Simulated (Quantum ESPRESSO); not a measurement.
# SrO (Fm-3m): how pressure shifts the optical phonon

Wanted: a fit of frequency against volume for SrO (Fm-3m), tested on a run that is left out of it.

Main program and level: Quantum ESPRESSO 7.5; DFT LDA, scalar-relativistic, plane waves, PseudoDojo norm-conserving pseudopotentials.

The database entry behind the starting cell differs from later determinations by our own check (about 0.5 % short), so it need not match the best structure at ambient conditions.

## 1. The relaxed structure

It takes space group Fm-3m (No. 225, cubic). Conventional cell: a = 5.061 Å, b = 5.061 Å, c = 5.061 Å, α = 90.00°, β = 90.00°, γ = 90.00°. Sr has 6 O at 2.53 Å nearest. Nearest to O lie 6 Sr at 2.53 Å. Farther neighbours and most contacts between anions are not listed.

This is the cell after its relaxation at this level of theory, not the database cell from which that began.

## 2. Runs at several volumes

The relaxed cell is scaled uniformly; in this structure symmetry fixes all atoms, so nothing has to be relaxed anew. Each volume gets a ground state and a response at Γ. The mode followed is the highest one without the macroscopic field, of symmetry T1u; longitudinal polar modes lie higher. Cutoff 92 Ry, k mesh 8×8×8.

From the response at V/V₀ = 0.94:

The log of the run:

```text
[banners, grids, parts of the stress and lines that vanish by symmetry left out]
Program PHONON v.7.5
     Reading xml data from directory:

[...]
Exchange-correlation= PW
                           (   1   4   0   0   0   0   0)
[...]
kinetic-energy cut-off    =      92.0000  Ry
     charge density cut-off    =     368.0000  Ry
     convergence threshold     =      1.0E-18
[...]
Exchange-correlation= PW
                           (   1   4   0   0   0   0   0)
[...]
q = (   0.0000000   0.0000000   0.0000000 )
     49 Sym.Ops. (with q -> -q+G )
     G cutoff =  409.0821  (  24357 G-vectors)     FFT grid: ( 45, 45, 45)
     number of k points=    29
[...]
Mode symmetry, O_h (m-3m)  point group:
[...]
Dielectric constant
[...]
End of electric fields calculation
          Dielectric constant in cartesian axis
          (       3.909237563      -0.000000000       0.000000000 )
          (      -0.000000000       3.909237563      -0.000000000 )
          (       0.000000000      -0.000000000       3.909237563 )
          Effective charges (d Force / dE) in cartesian axis without acoustic sum rule applied (asr)
           atom    1  Sr    Mean Z*:        2.52103
      Ex  (        2.52103        0.00000       -0.00000 )
      Ey  (        0.00000        2.52103        0.00000 )
      Ez  (       -0.00000        0.00000        2.52103 )
           atom    2  O     Mean Z*:       -2.52141
      Ex  (       -2.52141        0.00000        0.00000 )
      Ey  (        0.00000       -2.52141       -0.00000 )
      Ez  (        0.00000       -0.00000       -2.52141 )
          Effective charges Sum: Mean:       -0.00038
[...]
Effective charges (d Force / dE) in cartesian axis with asr applied:
           atom    1  Sr    Mean Z*:        2.52122
[...]
atom    2  O     Mean Z*:       -2.52122
[...]
Representation #   1 modes #   1   2   3
[...]
End of self-consistent calculation
     Convergence has been achieved
     Representation #   2 modes #   4   5   6
[...]
End of self-consistent calculation
     Convergence has been achieved
[...]
Dielectric constant in cartesian axis
          (       3.909237563      -0.000000000       0.000000000 )
          (      -0.000000000       3.909237563      -0.000000000 )
          (       0.000000000      -0.000000000       3.909237563 )
          Effective charges (d Force / dE) in cartesian axis without acoustic sum rule applied (asr)
           atom    1  Sr    Mean Z*:        2.52103
      Ex  (        2.52103        0.00000       -0.00000 )
      Ey  (        0.00000        2.52103        0.00000 )
      Ez  (       -0.00000        0.00000        2.52103 )
           atom    2  O     Mean Z*:       -2.52141
      Ex  (       -2.52141        0.00000        0.00000 )
      Ey  (        0.00000       -2.52141       -0.00000 )
      Ez  (        0.00000       -0.00000       -2.52141 )
          Effective charges Sum: Mean:       -0.00038
[...]
Effective charges (d Force / dE) in cartesian axis with asr applied:
           atom    1  Sr    Mean Z*:        2.52122
[...]
atom    2  O     Mean Z*:       -2.52122
[...]
q = (    0.000000000   0.000000000   0.000000000 )
[...]
freq (    1) =       0.020999 [THz] =       0.700457 [cm-1]
     freq (    2) =       0.020999 [THz] =       0.700457 [cm-1]
     freq (    3) =       0.020999 [THz] =       0.700457 [cm-1]
     freq (    4) =       7.599251 [THz] =     253.483738 [cm-1]
     freq (    5) =       7.599251 [THz] =     253.483738 [cm-1]
     freq (    6) =       7.599251 [THz] =     253.483738 [cm-1]
[...]
Mode symmetry, O_h (m-3m)  point group:
     freq (   1-   3) =          0.7  [cm-1]   --> T_1u G_15  G_4- I
     freq (   4-   6) =        253.5  [cm-1]   --> T_1u G_15  G_4- I

   JOB DONE.
```

One volume, V/V₀ = 1.03, is held back as a test.

```
V/V₀  volume (Å³/atom)  pressure (GPa)   ω (cm⁻¹)
0.94            15.231            7.45     253.48
0.97            15.718            3.42     234.96
   1            16.204            0.00     216.70
1.03            16.690           -2.89  held back
1.06            17.176           -5.35     180.34
```

## 3. The fit

The mode Grüneisen parameter is γ = −d ln ω / d ln V.

```
ln(V/V₀)    ln ω
 -0.0619  5.5353
 -0.0305  5.4594
  0.0000  5.3785
  0.0583  5.1948
```

A straight line through these points has the slope -2.850, so γ = 2.85; at V/V₀ = 1.03 it predicts ω = exp(5.3677 − 0.0842) = 197.06 cm⁻¹.

A parabola of pressure against ln V through V/V₀ = 0.97, 1 and 1.03 gives the bulk modulus B = −dP/d ln V = 105 GPa at V₀. With ω₀ from the fitted line the pressure coefficient follows as dω/dP = γ ω₀ / B = 2.85 × 214.4 / 105 = 5.82 cm⁻¹/GPa.

## 4. The run that was held back

The log of the run:

```text
[banners, grids, parts of the stress and lines that vanish by symmetry left out]
[banner, memory and clock lines left out]
Program PHONON v.7.5

[...]
Exchange-correlation= PW
                           (   1   4   0   0   0   0   0)
[...]
kinetic-energy cut-off    =      92.0000  Ry
     charge density cut-off    =     368.0000  Ry
     convergence threshold     =      1.0E-18
[...]
Exchange-correlation= PW
                           (   1   4   0   0   0   0   0)
[...]
q = (   0.0000000   0.0000000   0.0000000 )
     49 Sym.Ops. (with q -> -q+G )
     G cutoff =  434.7939  (  26813 G-vectors)     FFT grid: ( 45, 45, 45)
     number of k points=    29
[...]
Mode symmetry, O_h (m-3m)  point group:
[...]
Dielectric constant
[...]
End of electric fields calculation
          Dielectric constant in cartesian axis
          (       3.845955745       0.000000000       0.000000000 )
          (       0.000000000       3.845955745      -0.000000000 )
          (       0.000000000      -0.000000000       3.845955745 )
          Effective charges (d Force / dE) in cartesian axis without acoustic sum rule applied (asr)
           atom    1  Sr    Mean Z*:        2.45687
      Ex  (        2.45687       -0.00000       -0.00000 )
      Ey  (       -0.00000        2.45687        0.00000 )
      Ez  (       -0.00000       -0.00000        2.45687 )
           atom    2  O     Mean Z*:       -2.45714
      Ex  (       -2.45714       -0.00000       -0.00000 )
      Ey  (       -0.00000       -2.45714        0.00000 )
      Ez  (       -0.00000        0.00000       -2.45714 )
[...]
Representation #   1 modes #   1   2   3
[...]
End of self-consistent calculation
     Convergence has been achieved
     Representation #   2 modes #   4   5   6
[...]
End of self-consistent calculation
     Convergence has been achieved
[...]
Dielectric constant in cartesian axis
          (       3.845955745       0.000000000       0.000000000 )
          (       0.000000000       3.845955745      -0.000000000 )
          (       0.000000000      -0.000000000       3.845955745 )
          Effective charges (d Force / dE) in cartesian axis without acoustic sum rule applied (asr)
           atom    1  Sr    Mean Z*:        2.45687
      Ex  (        2.45687       -0.00000       -0.00000 )
      Ey  (       -0.00000        2.45687        0.00000 )
      Ez  (       -0.00000       -0.00000        2.45687 )
           atom    2  O     Mean Z*:       -2.45714
      Ex  (       -2.45714       -0.00000       -0.00000 )
      Ey  (       -0.00000       -2.45714        0.00000 )
      Ez  (       -0.00000        0.00000       -2.45714 )
          Effective charges Sum: Mean:       -0.00027
[...]
Effective charges (d Force / dE) in cartesian axis with asr applied:
           atom    1  Sr    Mean Z*:        2.45701
[...]
atom    2  O     Mean Z*:       -2.45701
[...]
q = (    0.000000000   0.000000000   0.000000000 )
[...]
freq (    1) =      -0.008030 [THz] =      -0.267863 [cm-1]
     freq (    2) =      -0.008030 [THz] =      -0.267863 [cm-1]
     freq (    3) =      -0.008030 [THz] =      -0.267863 [cm-1]
     freq (    4) =       5.950999 [THz] =     198.503962 [cm-1]
     freq (    5) =       5.950999 [THz] =     198.503962 [cm-1]
     freq (    6) =       5.950999 [THz] =     198.503962 [cm-1]
[...]
Mode symmetry, O_h (m-3m)  point group:
     freq (   1-   3) =         -0.3  [cm-1]   --> T_1u G_15  G_4- I
     freq (   4-   6) =        198.5  [cm-1]   --> T_1u G_15  G_4- I
```

It gives 198.50 cm⁻¹ against the predicted 197.06 cm⁻¹, a miss of 1 cm⁻¹.

## 5. Summary of results

```yaml
mode_grueneisen_parameter: 2.850
bulk_modulus: 105 GPa
pressure_coefficient: 5.82 cm⁻¹/GPa
```

What this shows: The highest optical mode of SrO (Fm-3m) without the LO-TO term stiffens by 5.82 cm⁻¹ a GPa near the relaxed volume, with γ = 2.85. The power law meets all 5 runs within 1.08 %; between neighbouring volumes γ runs from 2.41 to 3.34. Such a coefficient turns a measured shift of this mode into a hydrostatic stress; uniaxial or biaxial stress splits the mode and needs deformation potentials. These are harmonic values at zero temperature for the structure held cubic, which a run at Γ can't show to be stable; the bulk modulus rests on three points.

[Host names and launcher messages were left out of these logs when they were recorded.]

[Logs are printed without paths, hosts, clocks, repeated set-up lines and the standing remarks that a program may print on its own settings, such as how far it seeks lower states.]

[Hosts, paths, dates, database ids (printed as entryN), source tags and the programs' standing remarks are cut or masked in the printed files.]
